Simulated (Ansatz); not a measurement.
# Gap against volume in amorphous Si0.9Ge0.1 (71 atoms)

Density of this cell: 2.60 g/cm³. The cell holds 71 atoms: 64 Si and 7 Ge. Its edges and angles: a = 10.659 Å, b = 11.842 Å, c = 11.691 Å, α = 90.2°, β = 91.0°, γ = 89.9°. The starting structure: 71 atoms (64 Si, 7 Ge) placed at random at 2.54 g/cm³, melted at 3500 K for 10 ps at fixed volume with the Tersoff potential (Tersoff, Phys. Rev. B 39, 5566 (1989)). Quenched from 3500 K to 300 K at 100 K/ps and fixed volume, held 5 ps.

Calculated with Ansatz 0.2.0: Kohn-Sham DFT, PBE, PAW (set soft_2), plane waves; cutoff 420 eV, Γ point, gaussian smearing of 0.025 eV. The relaxed cell was scaled evenly and the atoms were relaxed at each volume. The gap is that between the highest filled and the lowest empty Kohn-Sham level on the run's k-points.

| volume (Å³/atom) | gap (eV) |
| --- | --- |
| 18.702 | 0.3593 |
| 19.533 | ? |
| 20.157 | 0.4897 |
| 20.780 | 0.3985 |
| 21.403 | 0.3681 |
| 22.027 | 0.3355 |

**Question.** Fit a straight line in ln V to the rows given and interpolate to the withheld row.

**Working.**

A volume deformation potential makes the spacing linear in u = ln(V/V0), with V0 = 20.780 Å³ the relaxed volume; v is the spacing.

| u = ln(V/V0) | v (eV) |
| --- | --- |
| -0.105360 | 0.3593 |
| -0.0304599 | 0.4897 |
| 0 | 0.3985 |
| 0.0295586 | 0.3681 |
| 0.0582695 | 0.3355 |

With n = 5: mean u = -0.00959833, mean v = 0.390220, Σ(u − ū)² = 0.015837, Σ(u − ū)(v − v̄) = -0.0036148. Slope b = -0.0036148 / 0.015837 = -0.22825; intercept a = v̄ − b ū = 0.38803.

At the withheld volume u = -0.06188, and v = a + b u.

Prediction at 19.533: 0.4022 eV. The run gave 0.5004 eV, so the fit is low by 0.098 eV (20 % of the value).

The rows follow a line only loosely (correlation 0.40 in size over all rows, under the 0.97 asked here), so the slope of -0.23 eV is a mean trend and no deformation potential. Among the rows given, the largest miss of the fit is at 20.157, by 0.095 eV (57 % of the range of the table).

Limits: The table spans 16 % in volume, wide for a linear law. Semilocal functionals tend to put gaps under measured ones. Only the Γ point is sampled. Atoms move by up to 1.5 Å in these relaxations, so the structure changes along the series. Defect or tail levels can set the spacing of a disordered cell.

[Hosts, paths, dates, database ids (printed as entryN), source tags and the programs' standing remarks are cut or masked in the printed files.]
